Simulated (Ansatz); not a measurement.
# What La3InB (Pm-3m) distorts into, part 2 of 2

Wanted: the energy along a soft mode of La3InB (Pm-3m) and the structure at the end.

Ansatz 0.2.0; DFT PBEsol, scalar-relativistic, plane waves, PAW; PAW set soft_1.

So far, highest frequency on path, mesh or solved points (cm⁻¹): step 2 (phonons on a q mesh) 410. Also lowest frequency on the path (cm⁻¹): step 2 -118.

**6. Relaxation from the frozen mode**

Starting from the lowest point found, all atoms and the cell are let go, so that strain and other modes of the same symmetry can join in.

The input, input.yaml:

```yaml
crystal:
  lattice:
    - [5.2472787968, 0.0, 0.0]
    - [0.0, 5.2472787968, 0.0]
    - [0.0, 0.0, 5.2472787968]
  atoms:
    - { symbol: La, position: [0.5013971822, 0.0016119997, 0.4986028178] }
    - { symbol: La, position: [0.5013971822, 0.4986028178, 0.0016119997] }
    - { symbol: La, position: [-0.0016119997, 0.4986028178, 0.4986028178] }
    - { symbol: In, position: [1.98593e-05, -1.98593e-05, -1.98593e-05] }
    - { symbol: B, position: [0.4845960086, 0.5154039914, 0.5154039914] }
kpoints:
  mp_grid: { grid: [8, 8, 8] }
hamiltonian:
  xc: pbesol
  pseudopotentials: { kind: paw, azcp: { folder: soft_1 }, xc_functional: pbe }
scf:
  occupations: { method: methfessel_paxton, width: 0.2 }
output:
  forces: true
  stress: true
  eigenvalues: true
relax:
  adjacent_minimum: "off"
  f_tol: 0.002
  max_steps: 120
  cell: { stress_tol: 0.03 }
```

Command:

```
$ ansatz run input.yaml --threads 4 --pin off --max-ram 10240MiB --backend cpu --events-out ev --progress --plain --runs-dir out
```

What it wrote:

```text
[...]
Crystal: 5 atoms, lattice volume = 144.478 Å³
Basis set: ecut = 420 eV, 2801 PW (Γ), exchange–correlation on 72×72×72 points (8 copies of the dense FFT grid, shifted against one another)
Bands: 30, of which v1, the nominal top of the filled ones, is band 25 counted from 1 (24 counted from 0)
Symmetry: 6 space group operations
[...]
k-points: 65 of 512 (time reversal used)
[...]
SCF iter   1: F=—  HF=-24168.926809 eV  |F-HF|=—  |Δ(HF+E_count)|=         —  Δρ=6.97e-2  dr2=2.85e1  ethr=3.10e-3  ⟨swp⟩=5.0  Hψ=9298  notcnv=0
[...]
SCF iter  10: F=-24163.263393 eV  HF=-24163.263393 eV  |F-HF|=7.28e-12  |Δ(HF+E_count)|=   1.47e-8  S|Δr|=    0.00e0  Δρ=8.36e-7  dr2=1.09e-9  ethr=2.04e-10  ⟨swp⟩=11.1  Hψ=10848  notcnv=0
SCF 1 converged in 10 iterations: F = -24163.263393 eV  dr2 = 1.09e-9
[...]
relax step   1: F+E_penalty+E_count = -24163.26339342 eV  Δ(F+E_penalty+E_count) = +0.000e0 eV  max|allowed force component| = 8.516e-2 eV/Å  Δτ_max = 0.0000 Å  P = -0.052 GPa  Ω = 144.478 Å³  (10 SCF iters, dr2 threshold 1.00e-7 eV, accepted)
Crystal: 5 atoms, lattice volume = 143.783 Å³
[...]
iter 1 solved again at ethr=2.36e-4 eV; its pass at ethr=3.10e-3 eV (dr2=1.16e-1 eV) is discarded
[...]
SCF iter   6: F=-24163.230811 eV  HF=-24163.230811 eV  |F-HF|=1.69e-7  |Δ(HF+E_count)|=   1.31e-6  S|Δr|=    0.00e0  Δρ=1.23e-5  dr2=3.62e-7  ethr=9.25e-10  ⟨swp⟩=9.8  Hψ=12815  notcnv=0
SCF 2 converged in 6 iterations: F = -24163.230811 eV  dr2 = 3.62e-7
relax step   2: F+E_penalty+E_count = -24163.23081064 eV  Δ(F+E_penalty+E_count) = +3.258e-2 eV  max|allowed force component| = 3.777e-1 eV/Å  Δτ_max = 0.0725 Å  P = -0.178 GPa  Ω = 143.783 Å³  energy of the carried Pulay correction = +6.992e-5 eV  (6 SCF iters, dr2 threshold 4.53e-7 eV, rejected (line search))
Crystal: 5 atoms, lattice volume = 144.200 Å³
[...]
SCF iter  10: F=-24163.265277 eV  HF=-24163.265277 eV  |F-HF|=3.64e-12  |Δ(HF+E_count)|=  1.09e-11  S|Δr|=    0.00e0  Δρ=5.01e-8  dr2=3.47e-12  ethr=1.00e-12  ⟨swp⟩=11.1  Hψ=12301  notcnv=0
SCF 3 converged in 10 iterations: F = -24163.265277 eV  dr2 = 3.47e-12
relax step   3: F+E_penalty+E_count = -24163.26527668 eV  Δ(F+E_penalty+E_count) = -1.883e-3 eV  max|allowed force component| = 4.693e-3 eV/Å  Δτ_max = 0.0137 Å  P = -0.025 GPa  Ω = 144.200 Å³  energy of the carried Pulay correction = +2.794e-5 eV  (10 SCF iters, accepted)
[...]
relax step   4: F+E_penalty+E_count = -24163.26531738 eV  Δ(F+E_penalty+E_count) = -4.070e-5 eV  max|allowed force component| = 3.706e-3 eV/Å  Δτ_max = 0.0009 Å  P = -0.008 GPa  Ω = 144.153 Å³  energy of the carried Pulay correction = +3.268e-5 eV  (5 SCF iters, dr2 threshold 5.75e-9 eV, accepted)
[...]
relax step   5: F+E_penalty+E_count = -24163.26534130 eV  Δ(F+E_penalty+E_count) = -2.392e-5 eV  max|allowed force component| = 1.671e-3 eV/Å  Δτ_max = 0.0021 Å  P = +0.002 GPa  Ω = 144.123 Å³  energy of the carried Pulay correction = +3.569e-5 eV  (6 SCF iters, dr2 threshold 8.58e-10 eV, accepted)
[...]
SCF iter   1: F=—  HF=-24163.265296 eV  |F-HF|=—  |Δ(HF+E_count)|=         —  Δρ=2.51e-6  dr2=1.35e-9  ethr=2.07e-7  ⟨swp⟩=6.0  Hψ=15546  notcnv=0
eigensolver tolerance schedule: the retry pair's looser diagonalisation over-reported the residual by 74823.32 of it (diagonalisation noise at an unbounded share of the residual, at the tolerance the schedule requests for it); recorded, not acted on — ethr = c·dr2/N_el stays at c = 1.0e-1
SCF iter   2: F=—  HF=-24163.265311 eV  |F-HF|=—  |Δ(HF+E_count)|=   1.49e-5  S|Δr|=    0.00e0  Δρ=1.30e-6  dr2=3.19e-10  ethr=2.76e-12  ⟨swp⟩=4.0  Hψ=5599  notcnv=0
[...]
SCF iter   4: F=-24163.265311 eV  HF=-24163.265311 eV  |F-HF|=0.00e0  |Δ(HF+E_count)|=  1.09e-11  S|Δr|=    0.00e0  Δρ=5.27e-8  dr2=3.50e-12  ethr=1.00e-12  ⟨swp⟩=7.1  Hψ=9595  notcnv=0
SCF 6 converged in 4 iterations: F = -24163.265311 eV  dr2 = 3.50e-12
relax step   6: F+E_penalty+E_count = -24163.26531095 eV  Δ(F+E_penalty+E_count) = +3.035e-5 eV  max|allowed force component| = 1.678e-3 eV/Å  Δτ_max = 0.0000 Å  P = +0.002 GPa  Ω = 144.123 Å³  stress off target by 3.50e-3 GPa  SCF on the basis re-selected at this cell (its energy is not comparable with the rows above)  (4 SCF iters)
basis re-selected at this cell: Δ(F+E_penalty+E_count) = +3.035e-5 eV, ΔP = -0.000 GPa vs the last step (what re-selecting the basis moved, of the pressure what is left beyond the Pulay correction that the steps carried, after the strain that the cell walked since its last selection, with what the two solves' SCF thresholds leave and, on support functions, any second-order correction that the steps lacked; it is no m [...]
SCF converged after 4 iterations
[...]
Free energy (F): -24163.265311 eV
[...]
Internal energy: -24163.268226 eV  (E = F + TS)
E sigma→0 (E₀):  -24163.266040 eV
Entropy (-TS):   0.002915 eV (0.583 meV/atom)
Fermi energy:    10.145411 eV
[...]
--- Forces (eV/Å), atoms counted from 1 ---
  atom   1  La     0.00095360    -0.00118122    -0.00095360
  atom   2  La     0.00095360    -0.00095360    -0.00118122
  atom   3  La     0.00118122    -0.00095360    -0.00095360
  atom   4  In    -0.00141044     0.00141044     0.00141044
  atom   5  B     -0.00167768     0.00167768     0.00167768
  max |Σ_I F_I| component: 3.01e-7 eV/Å
--- Stress (GPa, compression-positive) ---
        0.002199       0.001306       0.001306
        0.001306       0.002199      -0.001306
        0.001306      -0.001306       0.002199
  P = ⅓ Tr σ = 0.0022 GPa (0.022 kbar)
--- Band table (eV; the first three rows and the last of 65) ---
  k-point 0: bands = [... 21 lower, 9.7567, 9.7667, 9.7667, 11.1222, 11.1222, 11.1763, 11.2850, 11.2850, ... 1 higher]
  k-point 1: bands = [... 21 lower, 9.7740, 9.7984, 9.8983, 10.8252, 11.0278, 11.0637, 11.1528, 11.3415, ... 1 higher]
  k-point 2: bands = [... 21 lower, 9.8033, 9.8641, 10.0830, 10.2800, 10.7939, 10.8370, 11.2140, 11.5629, ... 1 higher]
  k-point 64: bands = [... 21 lower, 7.7591, 10.5958, 10.6084, 10.6084, 11.7970, 11.8034, 11.8034, 11.9306, ... 1 higher]
--- Relaxed structure (5 steps of the walk, 4 accepted, 1 SCFs on fresh bases) ---
  F+E_penalty+E_count = -24163.26531095 eV   max|allowed force component| = 1.678e-3 eV/Å   (the final SCF, on the basis selected at the relaxed cell)
  cell:  # Å, volume = 144.1229 Å³
    - [5.242980, -0.00599057, -0.00599057]
    - [-0.00599057, 5.242980, 0.00599057]
    - [-0.00599057, 0.00599057, 5.242980]
  atoms:
    - { symbol: La, position: [0.502672, 0.00352201, 0.497328] }
    - { symbol: La, position: [0.502672, 0.497328, 0.00352201] }
    - { symbol: La, position: [-0.00352201, 0.497328, 0.497328] }
    - { symbol: In, position: [0.000336963, -0.000336963, -0.000336963] }
    - { symbol: B, position: [0.483640, 0.516360, 0.516360] }
```

Run time: 32 s. Hardware: 4 threads of AMD EPYC 9B14 (Zen 4), shared host; peak memory 0.65 GiB; 2.1 min of CPU time.

Relaxation path:

| step | energy less that of the first step (eV) | largest force component (eV/Å) | pressure (GPa) | volume (Å³) |
| --- | --- | --- | --- | --- |
| 1 | 0.0000 | 0.0852 | -0.05 | 144.48 |
| 2 | 0.0326 | 0.3777 | -0.18 | 143.78 |
| 3 | -0.0019 | 0.0047 | -0.02 | 144.20 |
| 4 | -0.0019 | 0.0037 | -0.01 | 144.15 |
| 5 | -0.0019 | 0.0017 | 0.00 | 144.12 |
| 6* | -0.0019 | 0.0017 | 0.00 | 144.12 |

Relaxation steps marked * repeat the geometry before them on a plane-wave basis chosen anew for their cell, so energy and pressure can jump there. Relaxation step 2 was tried and not accepted.

Forces are held to the 6 operations that the program found; a distortion that breaks them can't arise in this run.

| conventional cell, symmetrised | before | after | change |
| --- | --- | --- | --- |
| a (Å) | 7.421 | 7.406 | -0.2 % |
| b (Å) | 7.421 | 7.406 | -0.2 % |
| c (Å) | 9.089 | 9.102 | +0.1 % |
| volume (Å³/atom) | 28.90 | 28.82 | -0.2 % |

The atoms that moved most (Å, as changes of fractional coordinates times the final cell):

| atom | dx | dy | dz | length |
| --- | --- | --- | --- | --- |
| La1 | 0.007 | 0.010 | -0.007 | 0.014 |
| La2 | 0.007 | -0.007 | 0.010 | 0.014 |
| La3 | -0.010 | -0.007 | -0.007 | 0.014 |
| B5 | -0.005 | 0.005 | 0.005 | 0.009 |

The relaxed structure:

```cif
data_structure
_symmetry_space_group_name_H-M 'P 1'
_symmetry_Int_Tables_number 1
_cell_length_a 5.2430
_cell_length_b 5.2430
_cell_length_c 5.2430
_cell_angle_alpha 89.869
_cell_angle_beta 90.131
_cell_angle_gamma 90.131
_cell_volume 144.12
loop_
_atom_site_label
_atom_site_type_symbol
_atom_site_fract_x
_atom_site_fract_y
_atom_site_fract_z
_atom_site_occupancy
La1 La 0.50267 0.00352 0.49733 1
La2 La 0.50267 0.49733 0.00352 1
La3 La 0.99648 0.49733 0.49733 1
In4 In 0.00034 0.99966 0.99966 1
B5 B 0.48364 0.51636 0.51636 1
```

Numbers from this step:

```
pressure        : 0.002199 GPa
volume per atom : 28.82 Å³
```

The distorted start has space group R3m; the relaxation ends in R3m.

**7. The new phase in its own primitive cell**

The relaxed structure is symmetrised, reduced to its primitive cell and relaxed tightly, as its phonons need.

input.yaml, the sections that differ from step 6:

```yaml
crystal:
  lattice:
    - [3.7031105929, 2.1379918976, 3.0339531086]
    - [-3.7031105929, 2.1379918976, 3.0339531086]
    - [0.0, -4.2759837953, 3.0339531086]
  atoms:
    - { symbol: La, position: [0.9964779863, 0.5026715884, 0.5026715884] }
    - { symbol: La, position: [0.5026715884, 0.9964779863, 0.5026715884] }
    - { symbol: La, position: [0.5026715884, 0.5026715884, 0.9964779863] }
    - { symbol: In, position: [0.0003369631, 0.0003369631, 0.0003369631] }
    - { symbol: B, position: [0.4836401065, 0.4836401065, 0.4836401065] }
kpoints:
  mp_grid: { grid: [9, 9, 9] }
relax:
  adjacent_minimum: "off"
  f_tol: 0.001
  max_steps: 60
  cell: { stress_tol: 0.01 }
# hamiltonian, scf, output: as in step 6
```

What it wrote:

```text
[...]
Crystal: 5 atoms, lattice volume = 144.123 Å³
Basis set: ecut = 420 eV, 2813 PW (Γ), exchange–correlation on 72×72×72 points (8 copies of the dense FFT grid, shifted against one another)
Bands: 30, of which v1, the nominal top of the filled ones, is band 25 counted from 1 (24 counted from 0)
Symmetry: 6 space group operations
[...]
k-points: 85 of 729 (time reversal used)
[...]
cell:  # Å, volume = 144.1191 Å³
    - [3.703685, 2.138324, 3.032931]
    - [-3.703685, 2.138324, 3.032931]
    - [0, -4.276648, 3.032931]
  atoms:
    - { symbol: La, position: [0.996622, 0.502746, 0.502746] }
    - { symbol: La, position: [0.502746, 0.996622, 0.502746] }
    - { symbol: La, position: [0.502746, 0.502746, 0.996622] }
    - { symbol: In, position: [0.000247763, 0.000247763, 0.000247763] }
    - { symbol: B, position: [0.483437, 0.483437, 0.483437] }
[key lines of the parts left out:]
SCF converged after 5 iterations
Free energy (F): -24163.268760 eV
Fermi energy:    10.144652 eV
P = ⅓ Tr σ = 0.0001 GPa (0.001 kbar)
```

Run time: 47 s. Hardware: 4 threads; peak memory 0.7 GiB; 3.1 min of CPU time.

Little changed from the start: no atom moved by 0.005 Å and no cell edge by 0.1 %.

Read from the output:

```yaml
pressure: 8.97e-5 GPa
```

The largest force component left is 0.58 meV/Å and the pressure is 0.000 GPa, within the tolerances set. The cell now holds 28.82 Å³/atom.

**8. Modes of the new phase, k-mesh 9×9×9**

A relaxed structure may still be a saddle point, so its zone-centre modes are computed. No field response is asked, since the mesh shows no gap.

input.yaml, the sections that differ from step 7:

```yaml
crystal:
  lattice:
    - [3.7036854363, 2.1383237836, 3.0329314938]
    - [-3.7036854363, 2.1383237836, 3.0329314938]
    - [0.0, -4.2766475673, 3.0329314937]
  atoms:
    - { symbol: La, position: [0.9966218502, 0.5027458833, 0.5027458833] }
    - { symbol: La, position: [0.5027458833, 0.9966218502, 0.5027458833] }
    - { symbol: La, position: [0.5027458833, 0.5027458833, 0.9966218502] }
    - { symbol: In, position: [0.000247763, 0.000247763, 0.000247763] }
    - { symbol: B, position: [0.483436853, 0.483436853, 0.483436853] }
output:
  eigenvalues: true
phonons:
  method: dfpt
# kpoints, hamiltonian, scf: as in step 7
# relax: removed
```

What it wrote:

```text
[...]
Crystal: 5 atoms, lattice volume = 144.119 Å³
Basis set: ecut = 420 eV, 2813 PW (Γ), exchange–correlation on 72×72×72 points (8 copies of the dense FFT grid, shifted against one another)
Bands: 30, of which v1, the nominal top of the filled ones, is band 25 counted from 1 (24 counted from 0)
Symmetry: 6 space group operations
k-points: 365 of 729 (irreducible under 1 space group operation, time reversal used)
[...]
SCF iter   1: F=—  HF=-24168.911746 eV  |F-HF|=—  |Δ(HF+E_count)|=         —  Δρ=6.99e-2  dr2=2.86e1  ethr=3.10e-3  ⟨swp⟩=4.8  Hψ=51911  notcnv=0
[...]
SCF iter  12: F=-24163.268760 eV  HF=-24163.268760 eV  |F-HF|=1.46e-11  |Δ(HF+E_count)|=  1.46e-11  S|Δr|=    0.00e0  Δρ=6.20e-8  dr2=6.18e-12  ethr=1.00e-12  ⟨swp⟩=17.2  Hψ=79761  notcnv=0
SCF 1 converged in 12 iterations: F = -24163.268760 eV  dr2 = 6.18e-12
[...]
DFPT response loops at Γ: preconditioner auto → Kerker (q_TF=auto, 2.279 Å⁻¹) (partly filled bands, converged f_vac=0.000); β = 1.00, the filter's whole step (`scf.mixing.beta` (0.50) is not read by the response loops under this deck's `scf.mixing.preconditioner`; to damp them name `kerker` or `kerker_dos`, under which they read `scf.mixing.beta`, and type it under 1.00, their step now; both keys bind the ground state too); Broyden in place of MSR1
SCF converged after 12 iterations
[...]
Free energy (F): -24163.268760 eV
[...]
Internal energy: -24163.275852 eV  (E = F + TS)
E sigma→0 (E₀):  -24163.270533 eV
Entropy (-TS):   0.007092 eV (1.418 meV/atom)
Fermi energy:    10.144652 eV
[...]
--- Band table (eV; the first three rows and the last of 365) ---
  k-point 0: bands = [... 21 lower, 9.7541, 9.7658, 9.7658, 11.1145, 11.1145, 11.1720, 11.2852, 11.2852, ... 6 higher]
  k-point 1: bands = [... 21 lower, 9.7667, 9.7871, 9.8716, 10.8814, 11.0434, 11.0815, 11.1686, 11.3240, ... 6 higher]
  k-point 2: bands = [... 21 lower, 9.7929, 9.8481, 10.1788, 10.2431, 10.8429, 10.8839, 11.1714, 11.4974, ... 6 higher]
  k-point 364: bands = [... 21 lower, 9.5682, 9.9101, 9.9193, 10.1600, 10.6830, 11.0388, 11.6484, 11.8828, ... 6 higher]
--- Phonons (Γ-DFPT): 6 representative perturbations + reference, on 365 of 729 k-points (Σ response iterations 20) ---
  k mesh reduced under 1 symmetry operation, with k and −k counted as one. Each operation leaves every solved perturbation unchanged. A smaller set is not used because it would not reduce the number of displacements times k-points to solve
  ASR residual: 5.420e-5 → 0.000e0 eV/Å²; symmetrization residual: 5.208e-6 eV/Å²
  ASR residual per site (eV/Å²): 1.30e-5 1.30e-5 1.52e-5 2.31e-5 5.42e-5
[...]
non-analytic LO–TO correction: not included (Born effective charges unavailable; polar crystals: no LO–TO splitting at Γ)
```

It took 4.4 min on 4 threads; peak memory 6.6 GiB; 16 min of CPU time.

This step gave:

```yaml
sum_rule_residual_before_enforcement: 5.42e-5 eV/Å²
point_group: 3m
highest_optical_mode_at_the_zone_centre_no_lo_to_term: 266.2 cm⁻¹
lowest_optical_zone_centre_mode: -50.22 cm⁻¹
```

Patterns of degenerate modes are one choice out of their space. Modes at Γ, with each element's share of the kinetic energy (negative means imaginary):

| mode | frequency (cm⁻¹) | symmetry | La % | In % | B % |
| --- | --- | --- | --- | --- | --- |
| 1 | -50.2 | A2 | 100 | 0 | 0 |
| 2 | -38.9 | E | 97 | 0 | 3 |
| 3 | -38.9 | E | 97 | 0 | 3 |
| 4 | 0.0 | acoustic | 77 | 21 | 2 |
| 5 | 0.0 | acoustic | 77 | 21 | 2 |
| 6 | 0.0 | acoustic | 77 | 21 | 2 |
| 7 | 50.4 | E | 65 | 0 | 35 |
| 8 | 50.4 | E | 65 | 0 | 35 |
| 9 | 67.4 | E | 20 | 79 | 1 |
| 10 | 67.4 | E | 20 | 79 | 1 |
| 11 | 67.6 | A1 | 21 | 79 | 1 |
| 12 | 102.8 | A1 | 89 | 0 | 11 |
| 13 | 198.0 | E | 41 | 0 | 59 |
| 14 | 198.0 | E | 41 | 0 | 59 |
| 15 | 266.2 | A1 | 13 | 0 | 87 |

Displacements in mode 1 (-50.2 cm⁻¹), the largest set to 1:
```
La1 -0.50  0.87  0.00
La2 -0.50 -0.87  0.00
La3  1.00  0.00  0.00
In4  0.00  0.00  0.00
B5   0.00  0.00  0.00
```

Displacements in mode 15 (266.2 cm⁻¹), the largest set to 1:
```
La1 -0.05 -0.03 -0.03
La2  0.05 -0.03 -0.03
La3  0.00  0.06 -0.03
In4  0.00  0.00  0.00
B5   0.00  0.00  1.00
```

Before it was imposed, the acoustic sum rule was missed by 5.4e-5 eV/Å². Small misses are needed for a sound result but don't prove that mesh and cutoff are converged. The lowest optical mode is imaginary, 50.2i cm⁻¹, so the energy falls along it.

**9. What came out**

| Quantity | Value |
| --- | --- |
| unstable mode of the parent | q = (0, 0, 0), 118i cm⁻¹ |
| depth at the lowest point sampled | 0.969 meV/atom |
| largest atomic shift at that point | 0.14 Å |
| space group reached | R3m |
| energy gained over the parent (first relaxation, on the mesh of the frozen mode) | 1.38 meV/atom |
| volume per atom, phase reached | 28.8 Å³ |
| lowest optical zone-centre mode, phase reached | -50.2 cm⁻¹ |
| highest optical mode at the zone centre (no LO-TO term), phase reached | 266 cm⁻¹ |

In words: Along this mode the structure falls into R3m, 1.38 meV/atom below the parent. At the parent's cell the well is 0.969 meV/atom deep on the steps tried, with its lowest point at a shift of 0.14 Å. Relaxing atoms and cell changes the gain by +0.42 meV/atom against the lowest step (energies at zero smearing). The new phase still has an imaginary mode at the zone centre of its cell, so it is a saddle point on the way to a lower structure. So shallow a well is near the error of the k mesh. Of the 6 patterns followed from this parent, this one ends 12.7 meV/atom above the lowest, P-4m2. Differences under 1.0 meV/atom are within the error of comparing unlike cells and meshes, so the order among close phases is not settled. Each path keeps the symmetry of its pattern, so a lower phase may lie along a pattern not tried. With no gap, or one that is small against the smearing, the frequencies hang on the k mesh and the smearing, most of all near Kohn anomalies. The phonon runs are without spin polarisation, although the cell has an odd electron count. Spin-orbit coupling is left out, which can matter for the heavy elements here. The PAW files were made for PBE and serve the other functionals too.

[Long decimals in the printed logs are rounded to 6 places.]

[Logs are printed without paths, hosts, clocks, repeated set-up lines and the standing remarks that a program may print on its own settings, such as how far it seeks lower states.]

[Hosts, paths, dates, database ids (printed as entryN), source tags and the programs' standing remarks are cut or masked in the printed files.]

[Where the starting crystal was built by hand or by swapping elements, it need not be the compound's stable phase.]
